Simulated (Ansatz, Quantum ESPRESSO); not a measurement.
# Predicting the next point of a tunnelling series: vacuum gaps between two Ag(100) faces

Method. Quantum ESPRESSO 7.5 (pw.x, pwcond.x), PBE, PseudoDojo norm-conserving; geometry as built. T is the transmission per spin at the Fermi level, averaged over the mesh across the current, in a cell of 8.61 Å². The series steps the width of the vacuum gap.

| width (Å) | T |
| --- | --- |
| 4.5 | 0.145 |
| 5.5 | 0.0284 |
| 6.5 | 0.00455 |

**Question.** What is T at 7.5 Å?

By hand: In the tunnelling regime ln T falls linearly. The last two rows give a slope of ln(0.0284/0.00455)/(6.5 − 5.5) = 1.831 per Å, so T(7.5) ≈ 0.00455 × exp(−1.831 × 1) = 0.000729.

**The withheld run.** T = 0.000678; the estimate is 1.08 times that. The slope over the last interval is 1.904: the same within 8 %. Points of the mesh with over 2.5 times the mean carry 77 % of this T, so the value leans on the mesh. A second code, Ansatz 0.2.0, gives 0.000693.

**Limits.** Short leads, unrelaxed atoms, a barrier without the image potential and an untested mesh.
